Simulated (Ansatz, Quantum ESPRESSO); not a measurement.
# 1T-PbBrI, 1 layer in an electric field, part 3 of 6

Wanted: polarisability and gap of 1T-PbBrI, 1 layer against a perpendicular field.

Quantum ESPRESSO 7.5; plane-wave DFT, PBE, PseudoDojo norm-conserving pseudopotentials; geometry and cross-check by Ansatz 0.2.0 with PAW datasets.

So far. Step 3 (SCF with pw.x: no field): The run needed 11 iterations to bring the estimated error under 1e-09 Ry; the largest force on any atom, held or free, is 0.01 eV/Å. Step 4 (Potential by pp.x): The vacuum is flat to 0.1 meV/Å, so its level is well defined. Inside the slab the curve depends on the local part of the pseudopotentials; only the vacuum level has a meaning of its own.

## 5. Band structure: no field

A bands run reads the converged density and follows the path given under K_POINTS.

f0.bands.in reads:

```
&control
  prefix = 'f0.bands'
  outdir = './out'
  pseudo_dir = './pseudo'
  calculation = 'bands'
  tefield = .true.
  dipfield = .true.
/
&system
  ibrav = 0
  nat = 3
  ntyp = 3
  ecutwfc = 62
  ecutrho = 248
  occupations = 'smearing'
  smearing = 'fd'
  degauss = 0.004
  edir = 3
  emaxpos = 0.97
  eopreg = 0.04
  eamp = 0.0
  nbnd = 20
/
&electrons
  conv_thr = 1e-07
  mixing_beta = 0.4
  electron_maxstep = 120
  mixing_mode = 'local-TF'
/
ATOMIC_SPECIES
  I   126.9045  I.dojo-sr-pbe-0.4.1-standard.upf
  Pb  207.2000  Pb.dojo-sr-pbe-0.4.1-standard.upf
  Br  79.9040  Br.dojo-sr-pbe-0.4.1-standard.upf
CELL_PARAMETERS angstrom
  4.56583357954598 0.00000000000000 0.00000000000000
  -2.28291678977299 3.95412786933885 0.00000000000000
  0.00000000000000 0.00000000000000 19.48786102940000
ATOMIC_POSITIONS crystal
  I   0.666666666667 0.333333333333 0.410161346018
  Pb  -0.000000000000 -0.000000000000 0.509141284740
  Br  0.333333333333 0.666666666667 0.591286215742
K_POINTS crystal_b
4
  0.0000000000 0.0000000000 0.0000000000 14
  0.5000000000 0.0000000000 0.0000000000 14
  0.3333333333 0.3333333333 0.0000000000 14
  0.0000000000 0.0000000000 0.0000000000 1
```

Launch:

```
cp -r out/f0.save out/f0.bands.save
cp out/f0.xml out/f0.bands.xml
OMP_NUM_THREADS=1 mpirun -n 4 pw.x -nk 4 -in f0.bands.in > f0.bands.out
```

Output:

```text
[banner, memory and clock lines left out]
Program PWSCF v.7.5 starts

          URL

     Presently no symmetry can be used with electric field

     Atomic positions and unit cell read from directory:
     ./out/f0.bands.save/

     G-vector sticks info

     bravais-lattice index     =            0
     lattice parameter (alat)  =       8.6282  a.u.
     unit-cell volume          =    2374.2780 (a.u.)^3
     number of atoms/cell      =            3
     number of atomic types    =            3
     number of electrons       =        28.00
     number of Kohn-Sham states=           20
     kinetic-energy cutoff     =      62.0000  Ry
     charge density cutoff     =     248.0000  Ry
     Exchange-correlation= PBE
                           (   1   4   3   4   0   0   0)

     celldm(1)=   8.628175  celldm(2)=   0.000000  celldm(3)=   0.000000
     celldm(4)=   0.000000  celldm(5)=   0.000000  celldm(6)=   0.000000

     crystal axes: (cart. coord. in units of alat)
               a(1) = (   1.000000   0.000000   0.000000 )
               a(2) = (  -0.500000   0.866025   0.000000 )
               a(3) = (   0.000000   0.000000   4.268193 )

     reciprocal axes: (cart. coord. in units 2 pi/alat)
               b(1) = (  1.000000  0.577350 -0.000000 )
               b(2) = (  0.000000  1.154701  0.000000 )
               b(3) = (  0.000000 -0.000000  0.234291 )

     PseudoPot. # 1 for I  read from file:
     ./pseudo/I.dojo-sr-pbe-0.4.1-standard.upf
     Pseudo is Norm-conserving + core correction, Zval =  7.0
     Generated using ONCVPSP code by D. R. Hamann
     Using radial grid of 1196 points,  6 beta functions with:
                l(1) =   0
                l(2) =   0
                l(3) =   1
                l(4) =   1
                l(5) =   2
                l(6) =   2

     PseudoPot. # 2 for Pb read from file:
     ./pseudo/Pb.dojo-sr-pbe-0.4.1-standard.upf
     Pseudo is Norm-conserving + core correction, Zval = 14.0
     Generated using ONCVPSP code by D. R. Hamann
     Using radial grid of 1678 points,  6 beta functions with:
                l(1) =   0
                l(2) =   0
                l(3) =   1
                l(4) =   1
                l(5) =   2
                l(6) =   2

     PseudoPot. # 3 for Br read from file:
     ./pseudo/Br.dojo-sr-pbe-0.4.1-standard.upf
     Pseudo is Norm-conserving + core correction, Zval =  7.0
     Generated using ONCVPSP code by D. R. Hamann
     Using radial grid of 1098 points,  6 beta functions with:
                l(1) =   0
                l(2) =   0
                l(3) =   1
                l(4) =   1
                l(5) =   2
                l(6) =   2

     atomic species   valence    mass     pseudopotential
     I                 7.00   126.90450     I ( 1.00)
     Pb               14.00   207.20000     Pb( 1.00)
     Br                7.00    79.90400     Br( 1.00)

     No symmetry found

   Cartesian axes

     site n.     atom                  positions (alat units)
         1        I      tau(   1) = (   0.5000000   0.2886751   1.7506480  )
         2        Pb     tau(   2) = (   0.0000000   0.0000000   2.1731135  )
         3        Br     tau(   3) = (  -0.0000000   0.5773503   2.5237240  )

     number of k points=    43  Fermi-Dirac smearing, width (Ry)=  0.0040
                       cart. coord. in units 2pi/alat
        k(    1) = (   0.0000000   0.0000000   0.0000000), wk =   0.0465116
        k(    2) = (   0.0357143   0.0206197   0.0000000), wk =   0.0465116
        k(    3) = (   0.0714286   0.0412393   0.0000000), wk =   0.0465116
        k(    4) = (   0.1071429   0.0618590   0.0000000), wk =   0.0465116
        k(    5) = (   0.1428571   0.0824786   0.0000000), wk =   0.0465116
        k(    6) = (   0.1785714   0.1030983   0.0000000), wk =   0.0465116
        k(    7) = (   0.2142857   0.1237179   0.0000000), wk =   0.0465116
        k(    8) = (   0.2500000   0.1443376   0.0000000), wk =   0.0465116
        k(    9) = (   0.2857143   0.1649572   0.0000000), wk =   0.0465116
        k(   10) = (   0.3214286   0.1855769   0.0000000), wk =   0.0465116
        k(   11) = (   0.3571429   0.2061965   0.0000000), wk =   0.0465116
        k(   12) = (   0.3928571   0.2268162   0.0000000), wk =   0.0465116
        k(   13) = (   0.4285714   0.2474358   0.0000000), wk =   0.0465116
        k(   14) = (   0.4642857   0.2680555   0.0000000), wk =   0.0465116
        k(   15) = (   0.5000000   0.2886751   0.0000000), wk =   0.0465116
        k(   16) = (   0.4880952   0.3092948   0.0000000), wk =   0.0465116
        k(   17) = (   0.4761905   0.3299144   0.0000000), wk =   0.0465116
        k(   18) = (   0.4642857   0.3505341   0.0000000), wk =   0.0465116
        k(   19) = (   0.4523810   0.3711537   0.0000000), wk =   0.0465116
        k(   20) = (   0.4404762   0.3917734   0.0000000), wk =   0.0465116
        k(   21) = (   0.4285714   0.4123930   0.0000000), wk =   0.0465116
        k(   22) = (   0.4166667   0.4330127   0.0000000), wk =   0.0465116
        k(   23) = (   0.4047619   0.4536324   0.0000000), wk =   0.0465116
        k(   24) = (   0.3928571   0.4742520   0.0000000), wk =   0.0465116
        k(   25) = (   0.3809524   0.4948717   0.0000000), wk =   0.0465116
        k(   26) = (   0.3690476   0.5154913   0.0000000), wk =   0.0465116
        k(   27) = (   0.3571429   0.5361110   0.0000000), wk =   0.0465116
        k(   28) = (   0.3452381   0.5567306   0.0000000), wk =   0.0465116
        k(   29) = (   0.3333333   0.5773503   0.0000000), wk =   0.0465116
        k(   30) = (   0.3095238   0.5361110   0.0000000), wk =   0.0465116
        k(   31) = (   0.2857143   0.4948717   0.0000000), wk =   0.0465116
        k(   32) = (   0.2619048   0.4536324   0.0000000), wk =   0.0465116
        k(   33) = (   0.2380952   0.4123930   0.0000000), wk =   0.0465116
        k(   34) = (   0.2142857   0.3711537   0.0000000), wk =   0.0465116
        k(   35) = (   0.1904762   0.3299144   0.0000000), wk =   0.0465116
        k(   36) = (   0.1666667   0.2886751   0.0000000), wk =   0.0465116
        k(   37) = (   0.1428571   0.2474358   0.0000000), wk =   0.0465116
        k(   38) = (   0.1190476   0.2061965   0.0000000), wk =   0.0465116
        k(   39) = (   0.0952381   0.1649572   0.0000000), wk =   0.0465116
        k(   40) = (   0.0714286   0.1237179   0.0000000), wk =   0.0465116
        k(   41) = (   0.0476190   0.0824786   0.0000000), wk =   0.0465116
        k(   42) = (   0.0238095   0.0412393   0.0000000), wk =   0.0465116
        k(   43) = (   0.0000000   0.0000000   0.0000000), wk =   0.0465116

     Dense  grid:   156665 G-vectors     FFT dimensions: (  45,  45, 192)

[...]
-19.1703 -19.1142 -19.1129 -19.1012 -19.0907 -16.6019 -14.3008 -10.2708
    -5.9071  -5.1101  -4.9476  -4.1432  -3.9529  -3.7495   0.0438   1.0921
     1.2520   3.0818   3.9739   4.3246

          k = 0.4286 0.2474 0.0000 ( 19592 PWs)   bands (ev):

   -19.1737 -19.1143 -19.1131 -19.1005 -19.0895 -16.5869 -14.2769 -10.3053
    -5.9750  -5.1408  -4.9649  -4.1356  -3.9666  -3.8049   0.0686   1.1152
     1.2784   3.0280   4.2148   4.5127

          k = 0.4643 0.2681 0.0000 ( 19588 PWs)   bands (ev):

   -19.1758 -19.1143 -19.1132 -19.1000 -19.0888 -16.5776 -14.2619 -10.3271
    -6.0166  -5.1597  -4.9732  -4.1310  -3.9750  -3.8409   0.0833   1.1286
     1.2914   2.9945   4.4653   4.6698

          k = 0.5000 0.2887 0.0000 ( 19600 PWs)   bands (ev):

   -19.1766 -19.1144 -19.1133 -19.0999 -19.0885 -16.5744 -14.2567 -10.3346
    -6.0306  -5.1660  -4.9756  -4.1296  -3.9778  -3.8534   0.0882   1.1329
     1.2953   2.9832   4.6407   4.7366

          k = 0.4881 0.3093 0.0000 ( 19598 PWs)   bands (ev):

   -19.1764 -19.1146 -19.1132 -19.0999 -19.0886 -16.5740 -14.2562 -10.3351
    -6.0282  -5.1754  -4.9771  -4.1291  -3.9899  -3.8392   0.0997   1.1266
     1.2968   2.9920   4.6424   4.7395

          k = 0.4762 0.3299 0.0000 ( 19570 PWs)   bands (ev):

   -19.1759 -19.1151 -19.1129 -19.0999 -19.0889 -16.5730 -14.2545 -10.3365
    -6.0212  -5.2022  -4.9821  -4.1279  -4.0181  -3.8049   0.1336   1.1090
     1.3003   3.0183   4.6474   4.7465

          k = 0.4643 0.3505 0.0000 ( 19598 PWs)   bands (ev):

   -19.1752 -19.1160 -19.1126 -19.1000 -19.0894 -16.5712 -14.2518 -10.3390
    -6.0096  -5.2430  -4.9914  -4.1268  -4.0529  -3.7604   0.1873   1.0833
     1.3046   3.0622   4.6552   4.7539

          k = 0.4524 0.3712 0.0000 ( 19584 PWs)   bands (ev):

   -19.1741 -19.1173 -19.1120 -19.1000 -19.0900 -16.5688 -14.2482 -10.3423
    -5.9936  -5.2936  -5.0060  -4.1284  -4.0879  -3.7112   0.2574   1.0531
     1.3084   3.1239   4.6652   4.7582

          k = 0.4405 0.3918 0.0000 ( 19576 PWs)   bands (ev):

   -19.1728 -19.1188 -19.1114 -19.1002 -19.0907 -16.5660 -14.2437 -10.3464
    -5.9735  -5.3497  -5.0272  -4.1449  -4.1080  -3.6607   0.3388   1.0223
     1.3113   3.2033   4.6771   4.7570

          k = 0.4286 0.4124 0.0000 ( 19556 PWs)   bands (ev):

   -19.1714 -19.1206 -19.1106 -19.1003 -19.0915 -16.5627 -14.2387 -10.3512
    -5.9496  -5.4075  -5.0555  -4.1762  -4.1108  -3.6122   0.4255   0.9949
     1.3133   3.3003   4.6901   4.7496

          k = 0.4167 0.4330 0.0000 ( 19568 PWs)   bands (ev):

   -19.1697 -19.1227 -19.1097 -19.1004 -19.0924 -16.5592 -14.2332 -10.3565
    -5.9225  -5.4637  -5.0914  -4.2062  -4.1102  -3.5681   0.5103   0.9752
     1.3145   3.4145   4.7021   4.7366

          k = 0.4048 0.4536 0.0000 ( 19577 PWs)   bands (ev):

   -19.1680 -19.1248 -19.1087 -19.1006 -19.0933 -16.5556 -14.2275 -10.3621
    -5.8931  -5.5153  -5.1341  -4.2303  -4.1094  -3.5302   0.5848   0.9680
     1.3154   3.5450   4.7012   4.7285

          k = 0.3929 0.4743 0.0000 ( 19577 PWs)   bands (ev):

   -19.1663 -19.1270 -19.1077 -19.1007 -19.0942 -16.5521 -14.2219 -10.3678
    -5.8631  -5.5596  -5.1823  -4.2472  -4.1091  -3.4995   0.6411   0.9769
     1.3165   3.6897   4.6765   4.7346

          k = 0.3810 0.4949 0.0000 ( 19575 PWs)   bands (ev):

   -19.1647 -19.1291 -19.1067 -19.1008 -19.0952 -16.5488 -14.2167 -10.3733
    -5.8350  -5.5934  -5.2333  -4.2573  -4.1097  -3.4763   0.6762   1.0003
     1.3186   3.8448   4.6436   4.7379

          k = 0.3690 0.5155 0.0000 ( 19595 PWs)   bands (ev):

   -19.1633 -19.1309 -19.1058 -19.1008 -19.0961 -16.5459 -14.2122 -10.3782
    -5.8128  -5.6133  -5.2837  -4.2618  -4.1112  -3.4602   0.6949   1.0294
     1.3222   4.0031   4.6099   4.7316

          k = 0.3571 0.5361 0.0000 ( 19607 PWs)   bands (ev):

   -19.1622 -19.1323 -19.1050 -19.1007 -19.0970 -16.5437 -14.2086 -10.3822
    -5.8000  -5.6175  -5.3289  -4.2622  -4.1134  -3.4503   0.7039   1.0544
     1.3274   4.1497   4.5846   4.7124

          k = 0.3452 0.5567 0.0000 ( 19611 PWs)   bands (ev):

   -19.1615 -19.1332 -19.1046 -19.1003 -19.0977 -16.5422 -14.2062 -10.3849
    -5.7960  -5.6116  -5.3621  -4.2608  -4.1155  -3.4454   0.7080   1.0696
     1.3324   4.2544   4.5873   4.6794

          k = 0.3333 0.5774 0.0000 ( 19599 PWs)   bands (ev):

   -19.1613 -19.1335 -19.1045 -19.1001 -19.0981 -16.5417 -14.2054 -10.3859
    -5.7958  -5.6071  -5.3748  -4.2599  -4.1165  -3.4441   0.7092   1.0744
     1.3346   4.2874   4.6267   4.6362

          k = 0.3095 0.5361 0.0000 ( 19607 PWs)   bands (ev):

   -19.1620 -19.1325 -19.1048 -19.1010 -19.0969 -16.5441 -14.2092 -10.3813
    -5.7918  -5.6246  -5.3278  -4.2668  -4.1105  -3.4469   0.7037   1.0594
     1.3225   4.2248   4.4950   4.6991

          k = 0.2857 0.4949 0.0000 ( 19599 PWs)   bands (ev):

   -19.1630 -19.1300 -19.1055 -19.1024 -19.0952 -16.5517 -14.2215 -10.3658
    -5.7782  -5.6393  -5.2255  -4.2867  -4.0932  -3.4505   0.6829   1.0226
     1.2873   4.1129   4.3365   4.6470

          k = 0.2619 0.4536 0.0000 ( 19565 PWs)   bands (ev):

   -19.1635 -19.1270 -19.1064 -19.1035 -19.0939 -16.5651 -14.2431 -10.3379
    -5.7565  -5.6166  -5.1051  -4.3078  -4.0718  -3.4507   0.6404   0.9689
     1.2411   3.9764   4.2022   4.5368

          k = 0.2381 0.4124 0.0000 ( 19585 PWs)   bands (ev):

   -19.1626 -19.1242 -19.1074 -19.1045 -19.0933 -16.5841 -14.2735 -10.2977
    -5.7163  -5.5604  -4.9814  -4.3150  -4.0533  -3.4466   0.5719   0.8986
     1.1976   3.8305   4.0919   4.3607

          k = 0.2143 0.3712 0.0000 ( 19573 PWs)   bands (ev):

   -19.1602 -19.1216 -19.1084 -19.1052 -19.0935 -16.6083 -14.3117 -10.2465
    -5.6461  -5.4848  -4.8625  -4.2989  -4.0394  -3.4390   0.4773   0.8143
     1.1610   3.6955   3.9703   4.1272

          k = 0.1905 0.3299 0.0000 ( 19569 PWs)   bands (ev):

   -19.1562 -19.1195 -19.1094 -19.1056 -19.0945 -16.6366 -14.3557 -10.1873
    -5.5447  -5.3955  -4.7529  -4.2607  -4.0264  -3.4292   0.3615   0.7211
     1.1228   3.5676   3.8295   3.9322

          k = 0.1667 0.2887 0.0000 ( 19571 PWs)   bands (ev):

   -19.1510 -19.1180 -19.1104 -19.1057 -19.0961 -16.6674 -14.4030 -10.1237
    -5.4204  -5.2879  -4.6531  -4.2174  -4.0025  -3.4196   0.2330   0.6242
     1.0682   3.4244   3.6724   3.8342

          k = 0.1429 0.2474 0.0000 ( 19561 PWs)   bands (ev):

   -19.1448 -19.1171 -19.1113 -19.1057 -19.0980 -16.6991 -14.4510 -10.0600
    -5.2894  -5.1510  -4.5607  -4.1916  -3.9552  -3.4143   0.1001   0.5288
     0.9844   3.2732   3.5032   3.8535

          k = 0.1190 0.2062 0.0000 ( 19551 PWs)   bands (ev):

   -19.1383 -19.1168 -19.1123 -19.1055 -19.1000 -16.7299 -14.4968 -10.0001
    -5.1586  -4.9895  -4.4718  -4.1830  -3.8921  -3.4203  -0.0358   0.4451
     0.8714   3.1360   3.3443   3.9598

          k = 0.0952 0.1650 0.0000 ( 19551 PWs)   bands (ev):

   -19.1319 -19.1168 -19.1135 -19.1051 -19.1017 -16.7580 -14.5381  -9.9475
    -5.0221  -4.8321  -4.3871  -4.1669  -3.8314  -3.4468  -0.1840   0.3907
     0.7466   3.0123   3.2092   4.0347

          k = 0.0714 0.1237 0.0000 ( 19541 PWs)   bands (ev):

   -19.1262 -19.1169 -19.1148 -19.1047 -19.1028 -16.7817 -14.5726  -9.9045
    -4.8792  -4.7099  -4.3313  -4.0995  -3.7833  -3.5002  -0.3525   0.3828
     0.6347   2.8895   3.1086   3.8865

          k = 0.0476 0.0825 0.0000 ( 19565 PWs)   bands (ev):

   -19.1218 -19.1172 -19.1161 -19.1043 -19.1035 -16.7997 -14.5986  -9.8729
    -4.7402  -4.6339  -4.3176  -3.9755  -3.7507  -3.5775  -0.5239   0.4171
     0.5516   2.7684   3.0431   3.7616

          k = 0.0238 0.0412 0.0000 ( 19585 PWs)   bands (ev):

   -19.1193 -19.1172 -19.1169 -19.1040 -19.1038 -16.8110 -14.6148  -9.8537
    -4.6288  -4.5952  -4.3206  -3.8508  -3.7330  -3.6633  -0.6565   0.4640
     0.5020   2.6729   3.0062   3.6783

          k = 0.0000 0.0000 0.0000 ( 19581 PWs)   bands (ev):

   -19.1187 -19.1171 -19.1171 -19.1039 -19.1039 -16.8148 -14.6202  -9.8472
    -4.5834  -4.5834  -4.3240  -3.7731  -3.7279  -3.7279  -0.7068   0.4856
     0.4856   2.6356   2.9941   3.6492

     XML data file, pseudopotentials, collected wavefunctions

                                        0.00s GPU  (     542 calls)
[key lines of the parts left out:]
Dipole field         -0.0002 Ry au,
```

Wall time 45 s (4 MPI ranks of Arm Neoverse V2, shared host); peak memory 0.51 GiB.

Read from the output:

| Item | Value |
| --- | --- |
| valence top, on the run's zero | -3.414 eV |
| gap by band count | 2.707 eV |

Band numbers count within the set of bands kept for display. The electronic bands at the labelled points (eV, zero at the highest filled level of the SCF mesh; v1 is the highest filled band, c1 the lowest empty one):

| point | v4 | v3 | v2 | v1 | c1 | c2 | c3 | c4 |
| --- | --- | --- | --- | --- | --- | --- | --- | --- |
| Γ | -0.90 | -0.35 | -0.31 | -0.31 | 2.71 | 3.91 | 3.91 | 6.06 |
| halfway | -1.29 | -0.77 | -0.44 | -0.06 | 3.30 | 4.29 | 4.31 | 6.62 |
| M | -1.56 | -0.71 | -0.56 | -0.43 | 3.51 | 4.55 | 4.71 | 6.40 |
| halfway | -1.67 | -0.79 | -0.69 | -0.15 | 3.93 | 4.39 | 4.73 | 6.83 |
| K | -1.96 | -0.84 | -0.70 | -0.02 | 4.13 | 4.49 | 4.75 | 7.71 |
| halfway | -1.23 | -0.80 | -0.58 | 0.00 | 3.65 | 4.04 | 4.49 | 6.84 |
| Γ | -0.90 | -0.35 | -0.31 | -0.31 | 2.71 | 3.91 | 3.91 | 6.06 |

Along this path the valence top lies between K and Γ and the conduction bottom at Γ.

## 6. SCF with pw.x: field 0.1 V/Å

eamp is the field in Hartree atomic units (1 a.u. = 51.42 V/Å). With dipfield on, it is the field in the vacuum beside an isolated sheet. The run starts from the density of the one before.

f1.in reads:

```
&control
  prefix = 'f1'
  outdir = './out'
  pseudo_dir = './pseudo'
  calculation = 'scf'
  tprnfor = .true.
  tefield = .true.
  dipfield = .true.
/
&system
  ibrav = 0
  nat = 3
  ntyp = 3
  ecutwfc = 62
  ecutrho = 248
  occupations = 'smearing'
  smearing = 'fd'
  degauss = 0.004
  edir = 3
  emaxpos = 0.97
  eopreg = 0.04
  eamp = 0.00194469
/
&electrons
  conv_thr = 1e-09
  mixing_beta = 0.4
  electron_maxstep = 120
  mixing_mode = 'plain'
  startingpot = 'file'
/
ATOMIC_SPECIES
  I   126.9045  I.dojo-sr-pbe-0.4.1-standard.upf
  Pb  207.2000  Pb.dojo-sr-pbe-0.4.1-standard.upf
  Br  79.9040  Br.dojo-sr-pbe-0.4.1-standard.upf
CELL_PARAMETERS angstrom
  4.56583357954598 0.00000000000000 0.00000000000000
  -2.28291678977299 3.95412786933885 0.00000000000000
  0.00000000000000 0.00000000000000 19.48786102940000
ATOMIC_POSITIONS crystal
  I   0.666666666667 0.333333333333 0.410161346018
  Pb  -0.000000000000 -0.000000000000 0.509141284740
  Br  0.333333333333 0.666666666667 0.591286215742
K_POINTS automatic
  6 6 1 0 0 0
```

Launch:

```
cp -r out/f0.save out/f1.save
OMP_NUM_THREADS=1 mpirun -n 4 pw.x -nk 2 -in f1.in > f1.out
```

Output:

```text
[banner, memory and clock lines left out]
Program PWSCF v.7.5 starts
[...]
number of electrons       =        28.00
     number of Kohn-Sham states=           18
     kinetic-energy cutoff     =      62.0000  Ry
     charge density cutoff     =     248.0000  Ry
[...]
number of k points=    20  Fermi-Dirac smearing, width (Ry)=  0.0040
[...]
Dense  grid:   156665 G-vectors     FFT dimensions: (  45,  45, 192)
     The initial density is read from file :
[...]
Starting wfcs are   17 randomized atomic wfcs +    1 random wfcs
[...]
estimated scf accuracy    <       0.00646710 Ry
[...]
estimated scf accuracy    <       0.02083970 Ry
[...]
estimated scf accuracy    <       0.00000680 Ry
[...]
estimated scf accuracy    <       0.00000247 Ry
[...]
estimated scf accuracy    <       0.00000028 Ry
[...]
estimated scf accuracy    <       0.00000001 Ry
[...]
estimated scf accuracy    <          3.5E-09 Ry
[...]
Computed dipole along edir(3) :
        Dipole                0.0553 Ry au,          0.1405 Debye
        Dipole field          0.0003 Ry au,
        E field amplitude [Ha a.u.]:  1.9447E-03
        Potential amp.        0.1168 Ry
        Total length         35.3537 bohr
[...]
the Fermi energy is    -2.1020 ev
!    total energy              =    -198.28301635 Ry
     estimated scf accuracy    <          5.7E-10 Ry
     smearing contrib. (-TS)   =      -0.00000000 Ry
     internal energy E=F+TS    =    -198.28301635 Ry
[...]
one-electron contribution =    -591.88185545 Ry
     hartree contribution      =     302.01666856 Ry
     xc contribution           =     -58.23121511 Ry
     ewald contribution        =     149.81358452 Ry
     electric field correction =      -0.00019886 Ry
     convergence has been achieved in   8 iterations
[...]
Total force =     0.001754     Total SCF correction =     0.000041
[...]
```

The job ended after 27 s (4 MPI ranks; peak memory 0.52 GiB).

Read from the output:

| Item | Value |
| --- | --- |
| free energy | -2697.7779 eV |
| Fermi energy | -2.102 eV |
| dipole along the normal | 0.02925 e·Å |
| valence top, on the run's zero | -3.418 eV |
| conduction bottom, on the run's zero | -0.7011 eV |
| gap by band count | 2.717 eV |

The dipole goes from -0.0220 to 0.0293 e Å, 0.5124 e Å per V/Å.

## 7. Electrostatic potential

f1.pot.in reads:

```
&inputpp
  prefix = 'f1'
  outdir = './out'
  filplot = 'f1.pot.dat'
  plot_num = 11
/
```

Launch:

```
OMP_NUM_THREADS=1 mpirun -n 4 pp.x -in f1.pot.in > f1.pot.out
```

It took 0.87 s on 4 MPI ranks; peak memory 0.12 GiB; 3.1 s of CPU time.

Numbers from this step:

| Item | Value |
| --- | --- |
| slope of the potential above | 0.1000 eV/Å |
| upper vacuum line continued to the top atoms, over the valence top | 6.804 eV |
| slope of the potential below | 0.09997 eV/Å |
| lower vacuum line continued to the bottom atoms, over the valence top | 6.744 eV |

The slope in the vacuum is 0.100 eV/Å for an applied 0.10 V/Å, as it should be.

(Continued in part 4 of 6.)

[Logs are printed without paths, hosts, clocks, repeated set-up lines and the standing remarks that a program may print on its own settings, such as how far it seeks lower states.]

[Hosts, paths, dates, database ids (printed as entryN), source tags and the programs' standing remarks are cut or masked in the printed files.]

[Maps of the electrostatic potential energy from Ansatz leave out the sawtooth potential of an applied field or a dipole correction, so their vacuum need not be flat; planar profiles and work functions include it.]
